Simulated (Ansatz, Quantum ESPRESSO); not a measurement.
# Work function of V(110), 5 layers, one monolayer of F on hollow sites, part 4 of 5

How much energy does it take to lift an electron out of V(110), 5 layers, one monolayer of F on hollow sites, and how far do the settings matter?

Quantum ESPRESSO 7.5; plane-wave DFT, PBE, GBRV ultrasoft pseudopotentials; geometry and cross-check by Ansatz 0.2.0 with PAW datasets.

So far. Step 8 (Self-consistent run: open boundaries by the effective …): The upper level is 5.504 eV against 5.501 eV from the periodic run.

## (9) Self-consistent run: LDA, GBRV ultrasoft

The geometry stays; functional or pseudopotentials change.

Level of this step: plane-wave DFT, LDA, GBRV ultrasoft pseudopotentials (Quantum ESPRESSO 7.5).

gbrv-lda.in reads:

```
&control
  prefix = 'gbrv-lda'
  outdir = './out'
  pseudo_dir = './pseudo'
  calculation = 'scf'
  tprnfor = .true.
/
&system
  ibrav = 0
  nat = 6
  ntyp = 2
  ecutwfc = 40
  ecutrho = 200
  occupations = 'smearing'
  smearing = 'mv'
  degauss = 0.02
  assume_isolated = 'esm'
  esm_bc = 'bc1'
/
&electrons
  conv_thr = 1e-07
  mixing_beta = 0.4
  electron_maxstep = 120
  mixing_mode = 'local-TF'
/
ATOMIC_SPECIES
  V   50.9415  v_lda_v1.4.uspp.F.UPF
  F   18.9984  f_lda_v1.4.uspp.F.UPF
CELL_PARAMETERS angstrom
  2.13546247920000 -1.51000000000000 0.00000000000000
  2.13546247920000 1.51000000000000 0.00000000000000
  0.00000000000000 0.00000000000000 27.54184991670000
ATOMIC_POSITIONS crystal
  V   0.000000000000 0.000000000000 -0.176756103094
  V   0.500000000000 0.500000000000 -0.099220916294
  V   0.000000000000 0.000000000000 -0.021685729494
  V   0.498631321319 0.498631321319 0.053440361686
  V   0.002598977201 0.002598977201 0.129381963106
  F   0.356829321918 0.356829321918 0.176756103094
K_POINTS automatic
  12 12 1 0 0 0
```

Launch:

```console
> OMP_NUM_THREADS=1 mpirun -n 4 pw.x -nk 4 -in gbrv-lda.in > gbrv-lda.out
```

Log:

```text
[banner, memory and clock lines left out]
Program PWSCF v.7.5 starts
[citation notice left out]

[...]
Message from routine setup:
[...]
bravais-lattice index     =            0
     lattice parameter (alat)  =       4.9424  a.u.
     unit-cell volume          =    1198.6395 (a.u.)^3
     number of atoms/cell      =            6
     number of atomic types    =            2
     number of electrons       =        72.00
     number of Kohn-Sham states=           43
     kinetic-energy cutoff     =      40.0000  Ry
     charge density cutoff     =     200.0000  Ry
     scf convergence threshold =      1.0E-07
     mixing beta               =       0.4000
     number of iterations used =            8  local-TF  mixing
     Exchange-correlation=  SLA  PZ   NOGX NOGC
                           (   1   1   0   0   0   0   0)

     Effective Screening Medium Method
     Boundary Conditions: Vacuum-Slab-Vacuum
     total charge in unit cell        =   0.0000
     grid points for fit at edges     =        4

[...]
PseudoPot. # 1 for V  read from file:
     ./pseudo/v_lda_v1.4.uspp.F.UPF
     Pseudo is Ultrasoft + core correction, Zval = 13.0
     Generated by new atomic code, or converted to UPF format
     Using radial grid of  853 points,  6 beta functions with:
                l(1) =   0
                l(2) =   0
                l(3) =   1
                l(4) =   1
                l(5) =   2
                l(6) =   2
     Q(r) pseudized with  8 coefficients,  rinner =    1.100   1.100   1.100
                                                       1.100   1.100

     PseudoPot. # 2 for F  read from file:
     ./pseudo/f_lda_v1.4.uspp.F.UPF
     Pseudo is Ultrasoft, Zval =  7.0
     Generated by new atomic code, or converted to UPF format
     Using radial grid of  799 points,  4 beta functions with:
                l(1) =   0
                l(2) =   0
                l(3) =   1
                l(4) =   1
     Q(r) pseudized with  8 coefficients,  rinner =    0.950   0.950   0.950

     atomic species   valence    mass     pseudopotential
     V                13.00    50.94150     V ( 1.00)
     F                 7.00    18.99840     F ( 1.00)

      2 Sym. Ops. (no inversion) found

[...]
number of k points=    43  Marzari-Vanderbilt smearing, width (Ry)=  0.0200
[...]
Dense  grid:    57189 G-vectors     FFT dimensions: (  24,  24, 240)

     Smooth grid:    40719 G-vectors     FFT dimensions: (  20,  20, 216)

     Check: negative core charge=   -0.000003

     Initial potential from superposition of free atoms

     starting charge      71.9949, renormalised to      72.0000

     negative rho (up, down):  4.874E-03 0.000E+00
     Starting wfcs are   54 randomized atomic wfcs

     per-process dynamical memory:    86.7 Mb

     Self-consistent Calculation

     iteration #  1     ecut=    40.00 Ry     beta= 0.40
     Davidson diagonalization with overlap
     ethr =  1.00E-02,  avg # of iterations =  2.6

     negative rho (up, down):  5.047E-03 0.000E+00

     total energy              =    -773.32508363 Ry
     estimated scf accuracy    <       6.56397831 Ry

     iteration #  2     ecut=    40.00 Ry     beta= 0.40
[...]
negative rho (up, down):  5.222E-03 0.000E+00

[...]
total energy              =    -773.60165162 Ry
     estimated scf accuracy    <       0.84466491 Ry

     iteration #  3     ecut=    40.00 Ry     beta= 0.40
[...]
negative rho (up, down):  5.670E-03 0.000E+00

[...]
total energy              =    -774.04769514 Ry
     estimated scf accuracy    <       0.97310359 Ry

     iteration #  4     ecut=    40.00 Ry     beta= 0.40
[...]
negative rho (up, down):  6.765E-03 0.000E+00

[...]
total energy              =    -773.92575710 Ry
     estimated scf accuracy    <       0.83743005 Ry

     iteration #  5     ecut=    40.00 Ry     beta= 0.40
[...]
negative rho (up, down):  6.935E-03 0.000E+00

[...]
total energy              =    -773.88241787 Ry
     estimated scf accuracy    <       0.35527863 Ry

     iteration #  6     ecut=    40.00 Ry     beta= 0.40
[...]
c_bands:  1 eigenvalues not converged
[...]
negative rho (up, down):  5.976E-03 0.000E+00

[...]
total energy              =    -773.95792480 Ry
     estimated scf accuracy    <       0.07553356 Ry

[...]
iteration # 46     ecut=    40.00 Ry     beta= 0.40
[...]
negative rho (up, down):  7.050E-03 0.000E+00

[...]
total energy              =    -773.96768625 Ry
     estimated scf accuracy    <       0.00000405 Ry

     iteration # 47     ecut=    40.00 Ry     beta= 0.40
[...]
negative rho (up, down):  7.056E-03 0.000E+00

[...]
total energy              =    -773.96770109 Ry
     estimated scf accuracy    <       0.00000078 Ry

     iteration # 48     ecut=    40.00 Ry     beta= 0.40
[...]
c_bands:  1 eigenvalues not converged
[...]
negative rho (up, down):  7.056E-03 0.000E+00

[...]
total energy              =    -773.96770226 Ry
     estimated scf accuracy    <       0.00000062 Ry

     iteration # 49     ecut=    40.00 Ry     beta= 0.40
[...]
negative rho (up, down):  7.034E-03 0.000E+00

[...]
End of self-consistent calculation

          k = 0.0000 0.0000 0.0000 (  5049 PWs)   bands (ev):

   -69.2292 -68.6880 -68.5410 -68.4723 -68.3629 -43.5520 -43.1534 -43.0874
   -42.9227 -42.8539 -42.5774 -42.5721 -42.4286 -42.3873 -42.3407 -42.2862
   -42.2768 -42.2068 -42.2025 -42.1784 -30.4458 -13.0733 -11.5666 -11.5339
   -10.9019 -10.5936  -9.3933  -8.6811  -7.6036  -6.5638  -6.3658  -6.0157
    -5.7697  -5.5810  -5.4083  -5.2054  -5.1698  -5.0620  -4.9749  -4.4402
    -4.3429  -3.8901  -3.6183

          k = 0.0510 0.0722 0.0000 (  5057 PWs)   bands (ev):

   -69.2225 -68.6807 -68.5339 -68.4656 -68.3591 -43.5414 -43.1835 -43.0741
   -42.9464 -42.8511 -42.6159 -42.5663 -42.4395 -42.4094 -42.3776 -42.3061
   -42.2644 -42.2378 -42.2170 -42.1939 -30.4179 -12.9889 -11.6762 -11.3597
   -10.9855 -10.3995  -9.2134  -8.5068  -7.5256  -6.5496  -6.3577  -6.0110
    -5.8050  -5.5930  -5.4995  -5.3683  -5.2195  -5.0352  -4.8935  -4.7328
    -4.2967  -3.9589  -3.6166

[...]
the Fermi energy is    -5.4503 ev

!    total energy              =    -773.96771091 Ry
     estimated scf accuracy    <       0.00000009 Ry
     smearing contrib. (-TS)   =       0.00218039 Ry
     internal energy E=F+TS    =    -773.96989130 Ry

     The total energy is F=E-TS. E is the sum of the following terms:
     one-electron contribution =   20024.92673475 Ry
     hartree contribution      =  -10033.11033448 Ry
     xc contribution           =    -105.98377660 Ry
     ewald contribution        =  -10659.80251496 Ry

     convergence has been achieved in  49 iterations

     negative rho (up, down):  7.034E-03 0.000E+00

     Forces acting on atoms (cartesian axes, Ry/au):

     atom    1 type  1   force =     0.00004962    0.00000000    0.04239199
     atom    2 type  1   force =     0.00059814   -0.00000000   -0.01664496
     atom    3 type  1   force =    -0.00041891   -0.00000000   -0.00241679
     atom    4 type  1   force =    -0.00017837   -0.00000000   -0.00217975
     atom    5 type  1   force =     0.00305500   -0.00000000    0.01135313
     atom    6 type  2   force =    -0.00310547   -0.00000000   -0.03250804

     Total force =     0.057358     Total SCF correction =     0.002807

[...]
```

Wall time 3 min (4 MPI ranks of Arm Neoverse V2, shared host); peak memory 0.65 GiB; 12 min of CPU time.

Read from the output:

```
free energy                                                    : -10530.3672 eV
Fermi energy                                                   : -5.450 eV
vacuum line at the lower end of the cell, over the Fermi level : 5.055 eV
vacuum line at the upper end of the cell, over the Fermi level : 5.846 eV
```

The potential energy, planar mean oscillates, so the rows of the table below give means over windows of 2.07 Å about each position, cut where the curve ends. Its maxima inside the range that stand out by 2 % of the span (Å: eV): -3.8: -0.665, -1.7: -0.790, 0.5: -1.17, 2.5: -0.898, 4.4: -6.15. Its minima: -4.8: -20.3, -2.8: -20.3, -0.6: -20.2, 1.5: -20.2, 3.6: -21.0, 4.8: -8.87.

Electrostatic potential energy of an electron; zero at the Fermi level. The potential energy, planar mean by z; means over each step:

```tsv
z (Å)	potential energy, planar mean (eV)
-12.73	5.05
-10.66	5.05
-8.59	5.03
-6.52	2.46
-4.45	-9.92
-2.38	-9.82
-0.31	-9.99
1.76	-9.92
3.83	-12.2
5.90	2.96
7.97	5.85
10.04	5.85
12.11	5.85
```

The upper face goes from 5.504 eV (PBE, GBRV) to 5.846 eV, a change of +0.342 eV.

## (10) Ground state: PBE, SSSP efficiency

Level of this step: plane-wave DFT, PBE, SSSP efficiency pseudopotentials (Quantum ESPRESSO 7.5).

sssp-pbe.in, as its differences from the input of step 9:

```diff
@@ -1,3 +1,3 @@
 &control
-  prefix = 'gbrv-lda'
+  prefix = 'sssp-pbe'
   outdir = './out'
@@ -11,4 +11,4 @@
   ntyp = 2
-  ecutwfc = 40
-  ecutrho = 200
+  ecutwfc = 45
+  ecutrho = 360
   occupations = 'smearing'
@@ -26,4 +26,4 @@
 ATOMIC_SPECIES
-  V   50.9415  v_lda_v1.4.uspp.F.UPF
-  F   18.9984  f_lda_v1.4.uspp.F.UPF
+  V   50.9415  v_pbe_v1.4.uspp.F.UPF
+  F   18.9984  f_pbe_v1.4.uspp.F.UPF
 CELL_PARAMETERS angstrom
```

Launch:

```console
> OMP_NUM_THREADS=1 mpirun -n 4 pw.x -nk 4 -in sssp-pbe.in > sssp-pbe.out
```

Log:

```text
[banner, memory and clock lines left out]
Program PWSCF v.7.5 starts
[citation notice left out]

[...]
Message from routine setup:
[...]
bravais-lattice index     =            0
     lattice parameter (alat)  =       4.9424  a.u.
     unit-cell volume          =    1198.6395 (a.u.)^3
     number of atoms/cell      =            6
     number of atomic types    =            2
     number of electrons       =        72.00
     number of Kohn-Sham states=           43
     kinetic-energy cutoff     =      45.0000  Ry
     charge density cutoff     =     360.0000  Ry
     scf convergence threshold =      1.0E-07
     mixing beta               =       0.4000
     number of iterations used =            8  local-TF  mixing
     Exchange-correlation=  SLA  PW   PBX  PBC
                           (   1   4   3   4   0   0   0)

     Effective Screening Medium Method
     Boundary Conditions: Vacuum-Slab-Vacuum
     total charge in unit cell        =   0.0000
     grid points for fit at edges     =        4

[...]
PseudoPot. # 1 for V  read from file:
     ./pseudo/v_pbe_v1.4.uspp.F.UPF
     Pseudo is Ultrasoft + core correction, Zval = 13.0
     Generated by new atomic code, or converted to UPF format
     Using radial grid of  853 points,  6 beta functions with:
                l(1) =   0
                l(2) =   0
                l(3) =   1
                l(4) =   1
                l(5) =   2
                l(6) =   2
     Q(r) pseudized with  8 coefficients,  rinner =    1.100   1.100   1.100
                                                       1.100   1.100

     PseudoPot. # 2 for F  read from file:
     ./pseudo/f_pbe_v1.4.uspp.F.UPF
     Pseudo is Ultrasoft, Zval =  7.0
     Generated by new atomic code, or converted to UPF format
     Using radial grid of  799 points,  4 beta functions with:
                l(1) =   0
                l(2) =   0
                l(3) =   1
                l(4) =   1
     Q(r) pseudized with  8 coefficients,  rinner =    0.950   0.950   0.950

     atomic species   valence    mass     pseudopotential
     V                13.00    50.94150     V ( 1.00)
     F                 7.00    18.99840     F ( 1.00)

      2 Sym. Ops. (no inversion) found

[...]
number of k points=    43  Marzari-Vanderbilt smearing, width (Ry)=  0.0200
[...]
Dense  grid:   138183 G-vectors     FFT dimensions: (  30,  30, 320)

     Smooth grid:    49011 G-vectors     FFT dimensions: (  24,  24, 225)

     Check: negative core charge=   -0.000002

     Initial potential from superposition of free atoms

     starting charge      71.9939, renormalised to      72.0000

     negative rho (up, down):  4.724E-03 0.000E+00
     Starting wfcs are   54 randomized atomic wfcs

     per-process dynamical memory:   127.9 Mb

     Self-consistent Calculation

     iteration #  1     ecut=    45.00 Ry     beta= 0.40
     Davidson diagonalization with overlap
     ethr =  1.00E-02,  avg # of iterations =  2.6

     negative rho (up, down):  4.843E-03 0.000E+00

     total energy              =    -773.35292713 Ry
     estimated scf accuracy    <       6.85429064 Ry

     iteration #  2     ecut=    45.00 Ry     beta= 0.40
[...]
negative rho (up, down):  4.740E-03 0.000E+00

[...]
total energy              =    -773.63211480 Ry
     estimated scf accuracy    <       0.85920285 Ry

     iteration #  3     ecut=    45.00 Ry     beta= 0.40
[...]
negative rho (up, down):  4.951E-03 0.000E+00

[...]
total energy              =    -774.09407849 Ry
     estimated scf accuracy    <       0.99724425 Ry

     iteration #  4     ecut=    45.00 Ry     beta= 0.40
[...]
negative rho (up, down):  5.712E-03 0.000E+00

[...]
total energy              =    -773.95944098 Ry
     estimated scf accuracy    <       0.81744387 Ry

     iteration #  5     ecut=    45.00 Ry     beta= 0.40
[...]
negative rho (up, down):  5.688E-03 0.000E+00

[...]
total energy              =    -773.93507936 Ry
     estimated scf accuracy    <       0.36227473 Ry

     iteration #  6     ecut=    45.00 Ry     beta= 0.40
[...]
negative rho (up, down):  5.177E-03 0.000E+00

[...]
total energy              =    -774.00821707 Ry
     estimated scf accuracy    <       0.12983842 Ry

[...]
iteration # 37     ecut=    45.00 Ry     beta= 0.40
[...]
c_bands:  1 eigenvalues not converged
[...]
negative rho (up, down):  6.241E-03 0.000E+00

[...]
total energy              =    -774.02499773 Ry
     estimated scf accuracy    <       0.00000057 Ry

     iteration # 38     ecut=    45.00 Ry     beta= 0.40
[...]
c_bands:  1 eigenvalues not converged
     c_bands:  1 eigenvalues not converged
[...]
negative rho (up, down):  6.253E-03 0.000E+00

[...]
total energy              =    -774.02498353 Ry
     estimated scf accuracy    <       0.00000062 Ry

     iteration # 39     ecut=    45.00 Ry     beta= 0.40
[...]
c_bands:  1 eigenvalues not converged
[...]
negative rho (up, down):  6.248E-03 0.000E+00

[...]
total energy              =    -774.02498308 Ry
     estimated scf accuracy    <       0.00000022 Ry

     iteration # 40     ecut=    45.00 Ry     beta= 0.40
[...]
c_bands:  1 eigenvalues not converged
[...]
negative rho (up, down):  6.256E-03 0.000E+00

[...]
End of self-consistent calculation

          k = 0.0000 0.0000 0.0000 (  6105 PWs)   bands (ev):

   -69.5837 -69.0352 -68.8896 -68.8230 -68.7174 -43.5699 -43.1859 -43.0989
   -42.9535 -42.8695 -42.5991 -42.5941 -42.4526 -42.4189 -42.3674 -42.3166
   -42.3040 -42.2368 -42.2357 -42.2085 -30.5452 -12.7766 -11.3386 -11.2352
   -10.6099 -10.3632  -9.1500  -8.4036  -7.3440  -6.2600  -6.0645  -5.7124
    -5.4713  -5.2750  -5.1181  -4.9212  -4.8596  -4.7660  -4.6687  -4.1361
    -4.1162  -3.5885  -3.3175

          k = 0.0510 0.0722 0.0000 (  6112 PWs)   bands (ev):

   -69.5772 -69.0283 -68.8828 -68.8166 -68.7138 -43.5598 -43.2144 -43.0862
   -42.9766 -42.8667 -42.6367 -42.5884 -42.4635 -42.4400 -42.4036 -42.3358
   -42.2921 -42.2681 -42.2482 -42.2238 -30.5188 -12.6914 -11.3773 -11.1290
   -10.6926 -10.1695  -8.9714  -8.2301  -7.2653  -6.2476  -6.0570  -5.7085
    -5.5066  -5.2918  -5.2098  -5.0801  -4.9124  -4.7290  -4.5912  -4.4906
    -3.9957  -3.6507  -3.2763

[...]
the Fermi energy is    -5.1632 ev

!    total energy              =    -774.02498116 Ry
     estimated scf accuracy    <       0.00000002 Ry
     smearing contrib. (-TS)   =       0.00213676 Ry
     internal energy E=F+TS    =    -774.02711791 Ry

     The total energy is F=E-TS. E is the sum of the following terms:
     one-electron contribution =   20026.34681294 Ry
     hartree contribution      =  -10033.14215186 Ry
     xc contribution           =    -107.42926404 Ry
     ewald contribution        =  -10659.80251496 Ry

     convergence has been achieved in  40 iterations

     negative rho (up, down):  6.256E-03 0.000E+00

     Forces acting on atoms (cartesian axes, Ry/au):

     atom    1 type  1   force =     0.00003567   -0.00000000    0.02311291
     atom    2 type  1   force =     0.00060031   -0.00000000   -0.01662393
     atom    3 type  1   force =    -0.00032388    0.00000000   -0.00435023
     atom    4 type  1   force =     0.00007035    0.00000000   -0.00114700
     atom    5 type  1   force =    -0.00084060   -0.00000000   -0.00042754
     atom    6 type  2   force =     0.00045816   -0.00000000   -0.00044157

     Total force =     0.028854     Total SCF correction =     0.000834

[...]
```

The job ended after 4.2 min (4 MPI ranks; peak memory 0.94 GiB).

Read from the output:

* free energy: -10531.1464 eV
* Fermi energy: -5.163 eV
* vacuum line at the lower end of the cell, over the Fermi level: 4.822 eV
* vacuum line at the upper end of the cell, over the Fermi level: 5.505 eV

The potential energy, planar mean oscillates, so the rows of the table below give means over windows of 2.07 Å about each position, cut where the curve ends. Its maxima inside the range that stand out by 2 % of the span (Å: eV): -3.8: -0.995, -1.6: -1.06, 0.4: -1.48, 2.5: -1.21, 4.4: -6.48. Its minima: -4.9: -20.8, -2.8: -20.6, -0.6: -20.6, 1.5: -20.6, 3.6: -21.4, 4.8: -9.21.

Electrostatic potential energy of an electron; zero at the Fermi level. Potential energy, planar mean against z; means over each step:

```tsv
z (Å)	potential energy, planar mean (eV)
-12.73	4.82
-10.66	4.82
-8.59	4.80
-6.52	2.20
-4.45	-10.3
-2.38	-10.2
-0.31	-10.3
1.76	-10.2
3.83	-12.6
5.90	2.62
7.97	5.50
10.04	5.50
12.11	5.50
```

The upper face goes from 5.504 eV (PBE, GBRV) to 5.505 eV, a change of +0.001 eV; the files are those of the first run, so only the cutoffs change.

(Continued in part 5 of 5.)

[Logs are printed without paths, hosts, clocks, repeated set-up lines and the standing remarks that a program may print on its own settings, such as how far it seeks lower states.]

[Hosts, paths, dates, database ids (printed as entryN), source tags and the programs' standing remarks are cut or masked in the printed files.]

[Maps of the electrostatic potential energy from Ansatz leave out the sawtooth potential of an applied field or a dipole correction, so their vacuum need not be flat; planar profiles and work functions include it.]
